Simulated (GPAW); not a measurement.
**CsPbCl3 (Pm-3m): G0W0 on several meshes in GPAW**

Aim: the GW shift of CsPbCl3 (Pm-3m) against the k mesh.

Main program and level: GPAW 26.7.0; PBE and many-body steps on it, plane waves.

### Step 1. Starting point

It takes space group Pm-3m (No. 221, cubic). Conventional cell: a = 5.605 Å, b = 5.605 Å, c = 5.605 Å, α = 90.00°, β = 90.00°, γ = 90.00°. Nearest to Cs lie 12 Cl at 3.96 Å. Nearest to Pb lie 6 Cl at 2.80 Å. Cl has 2 Pb at 2.80 Å and 4 Cs at 3.96 Å nearest. Farther neighbours and most contacts between anions are not listed.

As a file:

```cif
data_structure
_symmetry_space_group_name_H-M 'Pm-3m'
_symmetry_Int_Tables_number 221
_cell_length_a 5.6050
_cell_length_b 5.6050
_cell_length_c 5.6050
_cell_angle_alpha 90.000
_cell_angle_beta 90.000
_cell_angle_gamma 90.000
_cell_volume 176.09
loop_
_atom_site_label
_atom_site_type_symbol
_atom_site_symmetry_multiplicity
_atom_site_Wyckoff_symbol
_atom_site_fract_x
_atom_site_fract_y
_atom_site_fract_z
_atom_site_occupancy
Cs1 Cs 1 a 0.00000 0.00000 0.00000 1
Pb1 Pb 1 b 0.50000 0.50000 0.50000 1
Cl1 Cl 3 c 0.50000 0.50000 0.00000 1
```

The cell and positions come from the Crystallography Open Database and are kept as given unless a step says otherwise. Spin-orbit coupling is left out unless a step names it.

### Step 2. Empty states on the mesh, 4×4×4 mesh, 819 bands

This step: GPAW 26.7.0; DFT, PBE, plane waves, PAW.

The sums over transitions need many empty states on a uniform mesh; this step solves for them.

run.py

```python
import json
import numpy as np
from gpaw.mpi import world
from gpaw import GPAW

calc = GPAW('gs.gpw').fixed_density(kpts={'size': (4, 4, 4), 'gamma': True},
    parallel={'domain': 1, 'band': 1},
    txt='nscf.txt')
calc.diagonalize_full_hamiltonian(nbands=819)
calc.write('full.gpw', mode='all')
res = {}
kpts = calc.get_ibz_k_points()
res['kpts'] = kpts
res['eigenvalues'] = [calc.get_eigenvalues(kpt=k) for k in range(len(kpts))]
res['n_electrons'] = calc.get_number_of_electrons()

if world.rank == 0:
    with open('result.json', 'w') as f:
        json.dump(res, f, default=lambda x: x.tolist())
```

Run with:

```bash
$ mpirun -n 8 gpaw python run.py
```

Numbers of over 12 decimals in the logs are rounded to 6 here.

The log of the run:

```text
Diagonalizing LCAO Hamiltonian
Converting LCAO to pw mode
convergence criteria:
- Maximum integral of absolute [eigenst]ate change: 4e-08 eV^2 / valence electron
maximum number of iterations: 100

SCF iterations
|iter     |     time |      energy | eigst |  dens |
|iter:   1|  |             | +1.10 |       |
|iter:   2|  |             | +0.26 |       |
|iter:   3|  |             | -0.61 |       |
[...]
|iter:  13|  |             | -6.59 |       |
|iter:  14|  |             | -7.14 |       |
|iter:  15|  |             | -7.62c|       |
SCF steps: 15
  __  _  _
 | _ |_)|_||  |
 |__||  | ||/\| - 26.7.0

Input parameters:
  mode=PW(ecut=450.000000),
  convergence={'density': 1e-06, 'bands': -3},
  gpts=array([28, 28, 28]),
  kpts=MonkhorstPack(size=(4, 4, 4), gamma=True),
  maxiter=100,
  nbands=30,
  occupations=Occupations(name='fermi-dirac', width=0.001, fixmagmom=False),
  parallel={'domain': 1, 'band': 1},
  xc=XC(name='PBE')
Matrix size: 3791x3791
# Writing to full.gpw (mode='all')
  [... matrices ...]

timing:  # [seconds]
  Total: 112.221  # ━━━━━━━━━━━━━━━━━━━━━━━━━━━━━━━━━━━━━━━━━━━━━━━━━━━━━━━━━
```

The job ended after 2 min (8 MPI ranks of Arm Neoverse V1, shared host; peak memory 8.8 GiB; 16 min of CPU time).

Numbers from this step:

* gap: 1.868 eV
* k of the valence top: 0.5, 0.5, 0.5
* k of the conduction bottom: 0.5, 0.5, 0.5
* least direct gap: 1.868 eV
* k points computed: 10
* lowest point of the top converged band, above the valence top: 151.2537 eV

On this mesh the gap is 1.868 eV.

### Step 3. 4×4×4

G0W0 replaces the xc potential by the self-energy, built once from these orbitals. Only a window of levels is corrected, while the sums run over the empty bands that the input names.

This step: G0W0 on PBE, plane waves, PAW.

run.py

```python
import json
import numpy as np
from gpaw.mpi import world
from gpaw.response.g0w0 import G0W0

gw = G0W0('full.gpw',
    filename='gw',
    kpts=[0, 9],
    bands=(20, 24),
    ecut=96,
    nbands=376,
    integrate_gamma='WS',
    ppa=True)
gw.calculate()
res = {mode: {k: v for k, v in r.items() if k != 'sigma_eskwn'}
       for mode, r in gw.all_results.items()}

if world.rank == 0:
    with open('result.json', 'w') as f:
        json.dump(res, f, default=lambda x: x.tolist())
```

Run with:

```bash
$ mpirun -n 8 gpaw python run.py
```

The log of the run:

```text
Using integrator: PointIntegrator
FrequencyGridDescriptor(from 0.000+0.000j to 0.000+27.211j eV, 2 points)
Nonperiodic BCs:  [False False False]
Using integrator: PointIntegrator
FrequencyGridDescriptor(from 0.000+0.000j to 0.000+27.211j eV, 2 points)
Nonperiodic BCs:  [False False False]
  ___  _ _ _
 |   || | | |
 | | || | | |
 |__ ||_____|
 |___|

BZ k-points: Symmetries present (total): 48

  [... matrices ...]
64 k-points: 4 x 4 x 4 Monkhorst-Pack grid + [1/8,1/8,1/8]
10 k-points in the irreducible part of the Brillouin zone
       k-points in crystal coordinates                weights
   0:     0.00000000    0.00000000    0.00000000          1/64
   1:     0.25000000    0.00000000    0.00000000          6/64
   2:     0.25000000    0.25000000    0.00000000         12/64
   3:     0.25000000    0.25000000    0.25000000          8/64
   4:     0.50000000    0.00000000    0.00000000          3/64
   5:     0.50000000    0.25000000    0.00000000         12/64
   6:     0.50000000    0.25000000    0.25000000         12/64
   7:     0.50000000    0.50000000    0.00000000          3/64
   8:     0.50000000    0.50000000    0.25000000          6/64
   9:     0.50000000    0.50000000    0.50000000          1/64

Distributing spins, k-points and bands (1 x 2 x 4) over 8 processes
Number of blocks: 1

Quasi particle states:
k-points (IBZ indices): [0, 9]
Band range: (20, 24)
  [... matrices ...]
Computational parameters:
Plane wave cut-off: 96 eV
Number of bands: 376
Coulomb cutoff: None
Broadening: 0.1 eV

fxc modes: GW
Kernel: RPA
Using Godby-Needs plasmon-pole approximation:
  Fitting energy: i*E0, E0 = 1.000 Hartree
Summing all q:

Calculating screened Coulomb potential
No Coulomb truncation
FrequencyGridDescriptor(from 0.000+0.000j to 0.000+27.211j eV, 2 points)
Removing empty qpoint cache files...

Calculating chi0 body with:
    Ground state adapter containing:
    Number of spins: 1
    Number of kpoints: 64
    Number of irreducible kpoints: 10
    Number of completely occupied states: 22
    Number of partially occupied states: 22
    Occupied states memory: 7.369140625 M / cpu

    Linear response parametrization:
    q_c: [0.0, 0.0, 0.0]
    Number of frequency points: 2
    Planewave cutoff: 96.0
    Number of bands: 376
    Number of planewaves: 389
    Broadening (eta): 1e-06
    comm.size: 8
    kncomm.size: 8
    blockcomm.size: 1

    Memory estimate of potentially large arrays:
        chi0_wGG: 4.617950 M / cpu
Integrating chi0 body.

Symmetries of q_c:
    Direct symmetries (Uq -> q): 48
    Indirect symmetries (TUq -> q): 0
In total 48 allowed symmetries.

  [... matrices ...]
10 groups of equivalent kpoints. 84.375% reduction.

Integral kind: response function
Integrating chi0 head and wings.

Symmetries of q_c:
    Direct symmetries (Uq -> q): 48
    Indirect symmetries (TUq -> q): 0
In total 48 allowed symmetries.

  [... matrices ...]
10 groups of equivalent kpoints. 84.375% reduction.

Integral kind: response function wings

Calculating chi0 body with:
    Ground state adapter containing:
    Number of spins: 1
    Number of kpoints: 64
    Number of irreducible kpoints: 10
    Number of completely occupied states: 22
    Number of partially occupied states: 22
    Occupied states memory: 7.369140625 M / cpu

    Linear response parametrization:
[... the further q-points ...]

Results:
f:      Occupation numbers
eps:     KS-eigenvalues [eV]
vxc:     KS vxc [eV]
exx:     Exact exchange [eV]
sigma:   Self-energies [eV]
dsigma:  Self-energy derivatives
Z:       Renormalization factors
qp:      QP-energies [eV]

k-point 0 (0): (0.000, 0.000, 0.000)                GW
band       f     eps     vxc     exx   sigma  dsigma       Z      qp
                                                                   GW
  20   1.000   0.512 -16.244 -20.617   2.778  -0.277   0.783  -0.737
  21   1.000   0.512 -16.244 -20.617   2.778  -0.277   0.783  -0.737
  22   0.000   6.400  -7.392  -3.753  -3.236  -0.166   0.857   6.746
  23   0.000   7.332  -7.264  -3.491  -3.161  -0.163   0.860   7.858

k-point 1 (9): (0.500, 0.500, 0.500)                GW
band       f     eps     vxc     exx   sigma  dsigma       Z      qp
                                                                   GW
  20   1.000   0.834 -16.525 -20.882   2.771  -0.276   0.784  -0.409
  21   1.000   3.094 -18.661 -20.206   0.929  -0.239   0.807   2.597
  22   0.000   4.962 -11.691  -7.935  -3.104  -0.202   0.832   5.504
  23   0.000   4.962 -11.691  -7.935  -3.104  -0.202   0.832   5.504
```

Wall time 4.1 min (8 MPI ranks); peak memory 4.7 GiB; 33 min of CPU time.

Numbers from this step:

```
G0W0 gap on the points computed              : 2.907 eV
least direct G0W0 gap on the computed points : 2.907 eV
Z at the valence top                         : 0.8069
Z at the conduction bottom                   : 0.8321
starting gap on the mesh                     : 1.868 eV
k of the valence top                         : 0.5, 0.5, 0.5
k of the conduction bottom                   : 0.5, 0.5, 0.5
```

The gap on the mesh goes from 1.87 eV to 2.91 eV, a correction of +1.04 eV.

### Step 4. Empty states on the mesh, 2×2×2 mesh, 386 bands

This step: DFT, PBE, plane waves, PAW.

run.py

```python
import json
import numpy as np
from gpaw.mpi import world
from gpaw import GPAW

calc = GPAW('gs.gpw').fixed_density(kpts={'size': (2, 2, 2), 'gamma': True},
    parallel={'domain': 1, 'band': 1},
    txt='nscf.txt')
calc.diagonalize_full_hamiltonian(nbands=386)
calc.write('full.gpw', mode='all')
res = {}
kpts = calc.get_ibz_k_points()
res['kpts'] = kpts
res['eigenvalues'] = [calc.get_eigenvalues(kpt=k) for k in range(len(kpts))]
res['n_electrons'] = calc.get_number_of_electrons()

if world.rank == 0:
    with open('result.json', 'w') as f:
        json.dump(res, f, default=lambda x: x.tolist())
```

Run with:

```bash
$ mpirun -n 4 gpaw python run.py
```

The log of the run:

```text
Diagonalizing LCAO Hamiltonian
Converting LCAO to pw mode
convergence criteria:
- Maximum integral of absolute [eigenst]ate change: 4e-08 eV^2 / valence electron
maximum number of iterations: 100

SCF iterations
|iter     |     time |      energy | eigst |  dens |
|iter:   1|  |             | +1.07 |       |
|iter:   2|  |             | +0.45 |       |
|iter:   3|  |             | -0.56 |       |
[...]
|iter:  14|  |             | -6.93 |       |
|iter:  15|  |             | -7.31 |       |
|iter:  16|  |             | -7.53c|       |
SCF steps: 16
  __  _  _
 | _ |_)|_||  |
 |__||  | ||/\| - 26.7.0

Input parameters:
  mode=PW(ecut=450.000000),
  convergence={'density': 1e-06, 'bands': -3},
  gpts=array([28, 28, 28]),
  kpts=MonkhorstPack(size=(2, 2, 2), gamma=True),
  maxiter=100,
  nbands=30,
  occupations=Occupations(name='fermi-dirac', width=0.001, fixmagmom=False),
  parallel={'domain': 1, 'band': 1},
  xc=XC(name='PBE')
Matrix size: 3791x3791
# Writing to full.gpw (mode='all')
  [... matrices ...]

timing:  # [seconds]
  Total: 48.445  # ━━━━━━━━━━━━━━━━━━━━━━━━━━━━━━━━━━━━━━━━━━━━━━━━━━━━━━━━━━
```

Wall time 55 s (4 MPI ranks); peak memory 4.4 GiB; 3.6 min of CPU time.

This step gave:

```yaml
gap: 1.868 eV
k_of_the_valence_top: 0.5, 0.5, 0.5
k_of_the_conduction_bottom: 0.5, 0.5, 0.5
least_direct_gap: 1.868 eV
k_points_computed: 4
lowest_point_of_the_top_converged_band_above_the_valence_top: 87.8681 eV
```

On this mesh the gap is 1.868 eV.

### Step 5. 2×2×2

This step: G0W0 on PBE, plane waves, PAW.

run.py

```python
import json
import numpy as np
from gpaw.mpi import world
from gpaw.response.g0w0 import G0W0

gw = G0W0('full.gpw',
    filename='gw',
    kpts=[0, 3],
    bands=(20, 24),
    ecut=96,
    nbands=376,
    integrate_gamma='WS',
    ppa=True)
gw.calculate()
res = {mode: {k: v for k, v in r.items() if k != 'sigma_eskwn'}
       for mode, r in gw.all_results.items()}

if world.rank == 0:
    with open('result.json', 'w') as f:
        json.dump(res, f, default=lambda x: x.tolist())
```

Run with:

```bash
$ mpirun -n 8 gpaw python run.py
```

The log of the run:

```text
Using integrator: PointIntegrator
FrequencyGridDescriptor(from 0.000+0.000j to 0.000+27.211j eV, 2 points)
Nonperiodic BCs:  [False False False]
Using integrator: PointIntegrator
FrequencyGridDescriptor(from 0.000+0.000j to 0.000+27.211j eV, 2 points)
Nonperiodic BCs:  [False False False]
  ___  _ _ _
 |   || | | |
 | | || | | |
 |__ ||_____|
 |___|

BZ k-points: Symmetries present (total): 48

  [... matrices ...]
8 k-points: 2 x 2 x 2 Monkhorst-Pack grid + [1/4,1/4,1/4]
4 k-points in the irreducible part of the Brillouin zone
       k-points in crystal coordinates                weights
   0:     0.00000000    0.00000000    0.00000000          1/8
   1:     0.50000000    0.00000000    0.00000000          3/8
   2:     0.50000000    0.50000000    0.00000000          3/8
   3:     0.50000000    0.50000000    0.50000000          1/8

Distributing spins, k-points and bands (1 x 2 x 4) over 8 processes
Number of blocks: 1

Quasi particle states:
k-points (IBZ indices): [0, 3]
Band range: (20, 24)
  [... matrices ...]
Computational parameters:
Plane wave cut-off: 96 eV
Number of bands: 376
Coulomb cutoff: None
Broadening: 0.1 eV

fxc modes: GW
Kernel: RPA
Using Godby-Needs plasmon-pole approximation:
  Fitting energy: i*E0, E0 = 1.000 Hartree
Summing all q:

Calculating screened Coulomb potential
No Coulomb truncation
FrequencyGridDescriptor(from 0.000+0.000j to 0.000+27.211j eV, 2 points)
Removing empty qpoint cache files...

Calculating chi0 body with:
    Ground state adapter containing:
    Number of spins: 1
    Number of kpoints: 8
    Number of irreducible kpoints: 4
    Number of completely occupied states: 22
    Number of partially occupied states: 22
    Occupied states memory: 7.369140625 M / cpu

    Linear response parametrization:
    q_c: [0.0, 0.0, 0.0]
    Number of frequency points: 2
    Planewave cutoff: 96.0
    Number of bands: 376
    Number of planewaves: 389
    Broadening (eta): 1e-06
    comm.size: 8
    kncomm.size: 8
    blockcomm.size: 1

    Memory estimate of potentially large arrays:
        chi0_wGG: 4.617950 M / cpu
Integrating chi0 body.

Symmetries of q_c:
    Direct symmetries (Uq -> q): 48
    Indirect symmetries (TUq -> q): 0
In total 48 allowed symmetries.

  [... matrices ...]
4 groups of equivalent kpoints. 50.0% reduction.

Integral kind: response function
Integrating chi0 head and wings.

Symmetries of q_c:
    Direct symmetries (Uq -> q): 48
    Indirect symmetries (TUq -> q): 0
In total 48 allowed symmetries.

  [... matrices ...]
4 groups of equivalent kpoints. 50.0% reduction.

Integral kind: response function wings

Calculating chi0 body with:
    Ground state adapter containing:
    Number of spins: 1
    Number of kpoints: 8
    Number of irreducible kpoints: 4
    Number of completely occupied states: 22
    Number of partially occupied states: 22
    Occupied states memory: 7.369140625 M / cpu

    Linear response parametrization:
[... the further q-points ...]

Results:
f:      Occupation numbers
eps:     KS-eigenvalues [eV]
vxc:     KS vxc [eV]
exx:     Exact exchange [eV]
sigma:   Self-energies [eV]
dsigma:  Self-energy derivatives
Z:       Renormalization factors
qp:      QP-energies [eV]

k-point 0 (0): (0.000, 0.000, 0.000)                GW
band       f     eps     vxc     exx   sigma  dsigma       Z      qp
                                                                   GW
  20   1.000   0.512 -16.244 -20.637   2.886  -0.279   0.782  -0.667
  21   1.000   0.512 -16.244 -20.637   2.886  -0.279   0.782  -0.667
  22   0.000   6.400  -7.392  -3.740  -3.432  -0.181   0.847   6.587
[...]
k-point 1 (3): (0.500, 0.500, 0.500)                GW
band       f     eps     vxc     exx   sigma  dsigma       Z      qp
                                                                   GW
[...]
22   0.000   4.962 -11.691  -7.604  -3.387  -0.213   0.824   5.539
  23   0.000   4.962 -11.691  -7.604  -3.387  -0.213   0.824   5.539
```

Run time: 41 s. Hardware: 8 MPI ranks; peak memory 3.7 GiB; 5.4 min of CPU time.

Numbers from this step:

```
G0W0 gap on the points computed              : 3.061 eV
least direct G0W0 gap on the computed points : 3.061 eV
Z at the valence top                         : 0.7994
Z at the conduction bottom                   : 0.8243
starting gap on the mesh                     : 1.868 eV
k of the valence top                         : 0.5, 0.5, 0.5
k of the conduction bottom                   : 0.5, 0.5, 0.5
```

Against G0W0 in GPAW (4×4×4 mesh, 376 bands, screening to 96 eV, Godby-Needs plasmon pole), the gap moves by +0.153 eV.

### Step 6. The runs together

Times are wall times on 8 MPI ranks of Arm Neoverse V1, shared host, good to a factor of about two.

| run | mesh | bands | screening cutoff (eV) | DFT gap (eV) | gap on the mesh (eV) | direct (eV) | time |
| --- | --- | --- | --- | --- | --- | --- | --- |
| 4×4×4 | 4×4×4 | 376 | 96 | 1.868 | 2.907 | 2.907 | 4.1 min |
| 2×2×2 | 2×2×2 | 376 | 96 | 1.868 | 3.061 | 3.061 | 41 s |

### Step 7. What came out

```json
{
  "4×4×4": "2.907 eV",
  "2×2×2": "3.061 eV",
  "known limits": "not at the basis limit; no spin-orbit coupling; coarse k mesh"
}
```

What this shows: 2×2×2: +0.153 eV against 4×4×4. Bands and cutoff are finite, so the gap is not at the basis limit. The miss can reach some tenths of an eV and take either sign; the mesh is an error of its own. These stock PAW sets were not made for GW. In the G0W0 runs levels were corrected at 2 k points alone, so a gap called «on the mesh» is the least over those, and an edge elsewhere would be missed. Where an edge is built on 6p states of lead, bismuth or thallium, scalar-relativistic gaps usually stand too wide, by a few tenths to over one eV. This is the ideal cubic cell; many perovskites, halides above all, are cubic only on average, and local tilts or off-centring can widen the gap. The many-body steps are scalar-relativistic: spin-orbit coupling is not in them.

[Paths, hosts, dates, memory and timing lines, banners, echoed tables and standing remarks are left out of the program output.]

[Logs are printed without paths, hosts, clocks, repeated set-up lines and the standing remarks that a program may print on its own settings, such as how far it seeks lower states.]

[Runs of the session that timed out or met a known fault of the program may be left out.]

[Hosts, paths, dates, database ids (printed as entryN), source tags and the programs' standing remarks are cut or masked in the printed files.]
